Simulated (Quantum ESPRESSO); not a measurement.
# Collinear magnetic orders of MnO2 (Pyrolusite) with Quantum ESPRESSO, part 2 of 2

Aim: find out which collinear order of MnO2 (Pyrolusite) costs least.

Quantum ESPRESSO 7.5; PBE; plane waves with GBRV 1.5 PBE potentials, no spin-orbit coupling.

So far, absolute magnetization (μB): step 2 (run 1 (ferro ++)) 6.09.

### 3. Start 2: antiferro +−

Contents of pw.in:

```
&CONTROL
  calculation = 'scf'
  prefix = 'pwscf'
  outdir = './tmp'
  pseudo_dir = './pseudo'
  disk_io = 'nowf'
  tprnfor = .true.
  tstress = .true.
/
&SYSTEM
  ibrav = 0
  celldm(1) = 8
  nat = 6
  ntyp = 3
  ecutwfc = 40
  ecutrho = 280
  nbnd = 37
  occupations = 'smearing'
  smearing = 'fd'
  degauss = 0.00999582
  nspin = 2
  starting_magnetization(1) = 0.3
  starting_magnetization(2) = -0.3
  starting_magnetization(3) = 0
/
&ELECTRONS
  conv_thr = 1.2d-08
  electron_maxstep = 150
  mixing_beta = 0.3
/
ATOMIC_SPECIES
Mn1    54.9380 mn_pbe_v1.5.uspp.F.UPF
Mn2    54.9380 mn_pbe_v1.5.uspp.F.UPF
O      15.9990 o_pbe_v1.2.uspp.F.UPF
CELL_PARAMETERS alat
   1.0389478017427    0.0000000000000    0.0000000000000
   0.0000000000000    1.0389478017427    0.0000000000000
   0.0000000000000    0.0000000000000    0.6786478945062
ATOMIC_POSITIONS crystal
Mn1     0.0000000000    0.0000000000    0.0000000000
Mn2     0.5000000000    0.5000000000    0.5000000000
O       0.3051500000    0.3051500000    0.0000000000
O       0.1948500000    0.8051500000    0.5000000000
O       0.6948500000    0.6948500000    0.0000000000
O       0.8051500000    0.1948500000    0.5000000000
K_POINTS automatic
8 8 8 0 0 0
```

Command:

```bash
$ OMP_NUM_THREADS=1 mpirun -n 2 pw.x -nk 2 -in pw.in > pw.out
```

Output:

```text
[banner, memory and clock lines left out]
Program PWSCF v.7.5 starts

     Message from routine setup:
     using ibrav=0 with symmetry is DISCOURAGED, use correct ibrav instead

     bravais-lattice index     =            0
     lattice parameter (alat)  =       8.0000  a.u.
     unit-cell volume          =     375.0610 (a.u.)^3
     number of atoms/cell      =            6
     number of atomic types    =            3
     number of electrons       =        54.00
     number of Kohn-Sham states=           37
     kinetic-energy cutoff     =      40.0000  Ry
     charge density cutoff     =     280.0000  Ry
     scf convergence threshold =      1.2E-08
     mixing beta               =       0.3000
     number of iterations used =            8  plain     mixing
     Exchange-correlation= SLA  PW   PBE  PBE
                           (   1   4   3   4   0   0   0)

     celldm(1)=   8.000000  celldm(2)=   0.000000  celldm(3)=   0.000000
     celldm(4)=   0.000000  celldm(5)=   0.000000  celldm(6)=   0.000000

     crystal axes: (cart. coord. in units of alat)
               a(1) = (   1.038948   0.000000   0.000000 )
               a(2) = (   0.000000   1.038948   0.000000 )
               a(3) = (   0.000000   0.000000   0.678648 )

     reciprocal axes: (cart. coord. in units 2 pi/alat)
               b(1) = (  0.962512  0.000000  0.000000 )
               b(2) = (  0.000000  0.962512  0.000000 )
               b(3) = (  0.000000  0.000000  1.473518 )

     PseudoPot. # 1 for Mn read from file:
     mn_pbe_v1.5.uspp.F.UPF
     Pseudo is Ultrasoft + core correction, Zval = 15.0

     PseudoPot. # 2 for Mn read from file:
     mn_pbe_v1.5.uspp.F.UPF
     Pseudo is Ultrasoft + core correction, Zval = 15.0

     PseudoPot. # 3 for O  read from file:
     o_pbe_v1.2.uspp.F.UPF
     Pseudo is Ultrasoft + core correction, Zval =  6.0

     atomic species   valence    mass     pseudopotential
     Mn1              15.00    54.93800     Mn( 1.00)
     Mn2              15.00    54.93800     Mn( 1.00)
     O                 6.00    15.99900     O ( 1.00)

     Starting magnetic structure
     atomic species   magnetization
     Mn1             0.300
     Mn2            -0.300
     O               0.000

      8 Sym. Ops., with inversion, found

   Cartesian axes

     site n.     atom                  positions (alat units)
         1        Mn1    tau(   1) = (   0.0000000   0.0000000   0.0000000  )
         2        Mn2    tau(   2) = (   0.5194739   0.5194739   0.3393239  )
         3        O      tau(   3) = (   0.3170349   0.3170349   0.0000000  )
         4        O      tau(   4) = (   0.2024390   0.8365088   0.3393239  )
         5        O      tau(   5) = (   0.7219129   0.7219129   0.0000000  )
         6        O      tau(   6) = (   0.8365088   0.2024390   0.3393239  )

     number of k points=   105  Fermi-Dirac smearing, width (Ry)=  0.0100

     Number of k-points >= 100: set verbosity='high' to print them.

     Dense  grid:    29729 G-vectors     FFT dimensions: (  45,  45,  30)

     Smooth grid:    12801 G-vectors     FFT dimensions: (  36,  36,  24)

     Check: negative core charge=   -0.000046
     Generating pointlists ...
     new r_m :   0.1831 (alat units)  1.4651 (a.u.) for type    1
     new r_m :   0.1831 (alat units)  1.4651 (a.u.) for type    2
     new r_m :   0.1831 (alat units)  1.4651 (a.u.) for type    3

     Initial potential from superposition of free atoms

     starting charge      52.9998, renormalised to      54.0000
     Starting wfcs are   42 randomized atomic wfcs

     Self-consistent Calculation

     iteration #  1     ecut=    40.00 Ry     beta= 0.30
     Davidson diagonalization with overlap
     ethr =  1.00E-02,  avg # of iterations =  3.2

     total energy              =    -550.59108413 Ry
     estimated scf accuracy    <       4.73839252 Ry

     total magnetization       =     0.00 Bohr mag/cell
     absolute magnetization    =     6.01 Bohr mag/cell

     iteration #  2     ecut=    40.00 Ry     beta= 0.30
     Davidson diagonalization with overlap
     ethr =  8.77E-03,  avg # of iterations =  2.0

     total energy              =    -551.14488560 Ry
     estimated scf accuracy    <       3.05381081 Ry

     total magnetization       =     0.00 Bohr mag/cell
     absolute magnetization    =     5.29 Bohr mag/cell

     [... further iterations left out ...]

     iteration # 14     ecut=    40.00 Ry     beta= 0.30
     Davidson diagonalization with overlap
     ethr =  7.76E-11,  avg # of iterations =  2.0

     total energy              =    -551.77413104 Ry
     estimated scf accuracy    <       0.00000008 Ry

     total magnetization       =     0.00 Bohr mag/cell
     absolute magnetization    =     5.47 Bohr mag/cell

     iteration # 15     ecut=    40.00 Ry     beta= 0.30
     Davidson diagonalization with overlap
     ethr =  7.76E-11,  avg # of iterations =  2.0

     Magnetic moment per site  (integrated on atomic sphere of radius R)
     atom   1 (R=0.183)  charge= 11.6530  magn=  2.2174
     atom   2 (R=0.183)  charge= 11.6532  magn= -2.2176
     atom   3 (R=0.183)  charge=  5.2150  magn= -0.0441
     atom   4 (R=0.183)  charge=  5.2152  magn=  0.0441
     atom   5 (R=0.183)  charge=  5.2150  magn= -0.0441
     atom   6 (R=0.183)  charge=  5.2152  magn=  0.0441

     End of self-consistent calculation

     Number of k-points >= 100: set verbosity='high' to print the bands.

     the Fermi energy is    10.8560 ev

!    total energy              =    -551.77413115 Ry
     estimated scf accuracy    <          7.5E-10 Ry
     smearing contrib. (-TS)   =      -0.00618057 Ry
     internal energy E=F+TS    =    -551.76795058 Ry

     The total energy is F=E-TS. E is the sum of the following terms:
     one-electron contribution =    -262.83508863 Ry
     hartree contribution      =     159.07482852 Ry
     xc contribution           =     -82.13465797 Ry
     ewald contribution        =    -365.87303250 Ry

     total magnetization       =     0.00 Bohr mag/cell
     absolute magnetization    =     5.47 Bohr mag/cell

     convergence has been achieved in  15 iterations

     Forces acting on atoms (cartesian axes, Ry/au):

     atom    1 type  1   force =     0.00000000    0.00000000    0.00000000
     atom    2 type  2   force =     0.00000000    0.00000000    0.00000000
     atom    3 type  3   force =    -0.00425472   -0.00425472    0.00000000
     atom    4 type  3   force =     0.00426078   -0.00426078    0.00000000
     atom    5 type  3   force =     0.00425472    0.00425472    0.00000000
     atom    6 type  3   force =    -0.00426078    0.00426078    0.00000000

     Total force =     0.012043     Total SCF correction =     0.000030

     Computing stress (Cartesian axis) and pressure

          total   stress  (Ry/bohr**3)                   (kbar)     P=       33.04
   0.00025443  -0.00000013   0.00000000           37.43       -0.02        0.00
  -0.00000013   0.00025443   0.00000000           -0.02       37.43        0.00
   0.00000000   0.00000000   0.00016503            0.00        0.00       24.28
```

Run time: 2.6 min. Hardware: 2 MPI ranks of Arm Neoverse V1, shared host; peak memory 0.45 GiB; 5.2 min of CPU time.

Spin moment in the atom's sphere by atom:

| atom | spin moment in the atom's sphere (μB) |
| --- | --- |
| Mn1 | 2.22 |
| Mn2 | -2.22 |
| O3 | -0.04 |
| O4 | 0.04 |
| O5 | -0.04 |
| O6 | 0.04 |

Numbers from this step:

```yaml
smearing_term_ts: 0.08409 eV
pressure: 3.304 GPa
magnetization: 0 μB
absolute_magnetization: 5.466 μB
final_state: antiferromagnetic
```

Spin density in the ab plane at fractional z = 0.000, with atoms of Mn and O within 0.2 Å of it.

Values in e/Å³, 14 rows by 14 columns, each cell a mean:
```
 4.1  2.2  0.5  0.1  0.0  0.0  0.0  0.0  0.0  0.0  0.0  0.2  0.7  2.2
 1.7  0.7  0.2  0.0  0.0  0.0  0.0  0.0  0.0  0.0  0.0  0.0  0.1  0.7
 0.3  0.2  0.1  0.0  0.0  0.0  0.0  0.0  0.0 -0.1 -0.1  0.0  0.0  0.2
 0.0  0.0  0.0  0.0  0.0  0.0  0.0  0.0 -0.1 -0.2 -0.2 -0.1  0.0  0.0
 0.0  0.0  0.0  0.0  0.0  0.0  0.0  0.0  0.0 -0.1 -0.2 -0.1  0.0  0.0
 0.0  0.0  0.0  0.0  0.0  0.0  0.0  0.0  0.0  0.0 -0.1  0.0  0.0  0.0
 0.0  0.0  0.0  0.0  0.0  0.0  0.0  0.0  0.0  0.0  0.0  0.0  0.0  0.0
 0.0  0.0  0.0  0.0  0.0  0.0  0.0  0.0  0.0  0.0  0.0  0.0  0.0  0.0
 0.0  0.0 -0.1 -0.1 -0.1  0.0  0.0  0.0  0.0  0.0  0.0  0.0  0.0  0.0
 0.0  0.0 -0.1 -0.2 -0.1 -0.1  0.0  0.0  0.0  0.0  0.0  0.0  0.0  0.0
 0.1  0.0  0.0 -0.1 -0.2 -0.1  0.0  0.0  0.0  0.0  0.0  0.0  0.0  0.1
 0.4  0.1  0.0  0.0 -0.1 -0.1  0.0  0.0  0.0  0.0  0.0  0.1  0.2  0.5
 1.8  0.2  0.1  0.0  0.0  0.0  0.0  0.0  0.0  0.0  0.0  0.2  0.7  2.2
 3.7  1.8  0.4  0.1  0.0  0.0  0.0  0.0  0.0  0.0  0.0  0.3  1.7  4.1
```
Columns run along a (4.4 Å), rows up along b (4.4 Å). Atoms in or near the plane, at fractional coordinates: Mn at (0.00, 0.00), O at (0.31, 0.31), O at (0.69, 0.69).

Valence density in the ab plane at fractional z = 0.000, with atoms of Mn and O within 0.2 Å of it. It is the smooth field of the valence electrons, not physical close to the nuclei.

Values in e/Å³, 14 rows by 14 columns, each cell a mean:
```
17 10  1  0  0  0  0  0  0  0  0  1  5 16
 7  3  1  0  0  0  0  0  0  1  1  1  2  5
 1  1  0  0  0  0  0  0  1  3  3  1  1  1
 0  0  0  0  0  0  0  1  3  6  6  3  1  0
 0  0  0  0  0  0  0  1  4  7  6  3  1  0
 0  0  0  0  0  0  0  1  2  4  3  1  0  0
 0  0  0  0  0  0  0  0  1  1  1  0  0  0
 0  0  0  1  2  1  1  0  0  0  0  0  0  0
 0  0  1  4  5  3  1  0  0  0  0  0  0  0
 0  1  2  6  7  5  2  0  0  0  0  0  0  0
 0  1  2  4  6  4  1  0  0  0  0  0  0  0
 2  1  1  2  2  1  0  0  0  0  0  0  1  1
11  4  1  1  1  0  0  0  0  0  0  1  3 10
14 11  2  0  0  0  0  0  0  0  0  1  7 17
```
Columns run along a (4.4 Å), rows up along b (4.4 Å). Atoms in or near the plane, at fractional coordinates: Mn at (0.00, 0.00), O at (0.31, 0.31), O at (0.69, 0.69).

### 4. Start 3: no spin polarisation

pw.in, as its differences from that of step 3:

```diff
@@ -13,3 +13,3 @@
   nat = 6
-  ntyp = 3
+  ntyp = 2
   ecutwfc = 40
@@ -20,6 +20,2 @@
   degauss = 0.00999582
-  nspin = 2
-  starting_magnetization(1) = 0.3
-  starting_magnetization(2) = -0.3
-  starting_magnetization(3) = 0
 /
@@ -31,4 +27,3 @@
 ATOMIC_SPECIES
-Mn1    54.9380 mn_pbe_v1.5.uspp.F.UPF
-Mn2    54.9380 mn_pbe_v1.5.uspp.F.UPF
+Mn     54.9380 mn_pbe_v1.5.uspp.F.UPF
 O      15.9990 o_pbe_v1.2.uspp.F.UPF
@@ -39,4 +34,4 @@
 ATOMIC_POSITIONS crystal
-Mn1     0.0000000000    0.0000000000    0.0000000000
-Mn2     0.5000000000    0.5000000000    0.5000000000
+Mn      0.0000000000    0.0000000000    0.0000000000
+Mn      0.5000000000    0.5000000000    0.5000000000
 O       0.3051500000    0.3051500000    0.0000000000
```

Output:

```text
     [... lines left out ...]
Program PWSCF v.7.5 starts
     [... lines left out ...]
     number of atoms/cell      =            6
     [... lines left out ...]
     number of electrons       =        54.00
     number of Kohn-Sham states=           37
     kinetic-energy cutoff     =      40.0000  Ry
     charge density cutoff     =     280.0000  Ry
     scf convergence threshold =      1.2E-08
     [... lines left out ...]
     16 Sym. Ops., with inversion, found ( 8 have fractional translation)
     [... lines left out ...]
     number of k points=    75  Fermi-Dirac smearing, width (Ry)=  0.0100
     [... lines left out ...]
     iteration # 13     ecut=    40.00 Ry     beta= 0.30
     [... lines left out ...]
     the Fermi energy is    10.8417 ev
!    total energy              =    -551.67931605 Ry
     estimated scf accuracy    <          2.3E-10 Ry
     smearing contrib. (-TS)   =      -0.03426779 Ry
     [... lines left out ...]
     convergence has been achieved in  13 iterations
     [... lines left out ...]
     Total force =     0.020092     Total SCF correction =     0.000010
     [... lines left out ...]
          total   stress  (Ry/bohr**3)                   (kbar)     P=      -49.22
     [... lines left out ...]
```

Elapsed: 54 s, on 2 MPI ranks; peak memory 0.25 GiB; 1.8 min of CPU time.

Read from the output:

```yaml
smearing_term_ts: 0.4662 eV
pressure: -4.922 GPa
final_state: non-magnetic (no spin polarisation)
```

### 5. Ranking

An order is kept where moments of 0.15 μB or more survive with the typed signs; meshes match where a doubled cell samples the same k points as the first cell.

Orders:

| start | final state | typed order kept | energy over the lowest (meV a seeded atom) | largest site moment (μB) | net moment (μB a cell of the first run) | mesh matched | CPU time (s) |
| --- | --- | --- | --- | --- | --- | --- | --- |
| ferro ++ | ferromagnetic | yes | 108.7 | 2.376 | 5.89 | yes | 231.9 |
| antiferro +- | antiferromagnetic | yes | 0 | 2.218 | 0 | yes | 310.1 |
| no spin polarisation | non-magnetic | - | 645 | 0 | 0 | yes | 108.6 |

### 6. Summary of results

| Item | Value |
| --- | --- |
| lowest state found | antiferromagnetic (from antiferro +-) |
| largest site moment | 2.22 μB |
| next state with moments | ferromagnetic, 109 meV a seeded atom higher |
| state without moments | 645 meV a seeded atom higher |

What this shows: Forming the moments gains more than four times the spread of the orders, as local moments do. Only these 3 starts were compared; other wavevectors, canted and longer-period orders were not. A computed site moment is spin alone and hangs on the region that is counted: the program's spheres do not touch and miss the tail of the moment. Measured moments hold any orbital part as well, and belong to the order of the sample, which need not be the order of this run. Energies are free energies at an electronic temperature of 1580 K, which lowers moments and differences where the moments are itinerant. No Hubbard term acts here. In such compounds local and semilocal functionals without one often delocalise the d electrons, and can shrink or lose moments and miss the size, sign and order of the couplings. The smearing term is large for its width, so states at the Fermi level are partly filled: at this level the cell is a metal or has a gap of a few widths at most.

Comparison with the measured values:

| quantity | measured | in the sphere |
| --- | --- | --- |
| moment (Mn) (μB) | 2.34 | 2.22 (-5.2 %) |

Measured values from arxiv:2401.02109 (2024).

**Verdict.** The moment is off by -5.2 %. No cell relaxation is part of this session.

[Logs and program files are shortened in this print: banners, set-up blocks, solver, clock and traceback lines can be left out without a mark of their own.]

[Logs are printed without paths, hosts, clocks, repeated set-up lines and the standing remarks that a program may print on its own settings, such as how far it seeks lower states.]

[Hosts, paths, dates, database ids (printed as entryN), source tags and the programs' standing remarks are cut or masked in the printed files.]

[Where a cell is said to come from a database of computed structures, the database is the Materials Project.]
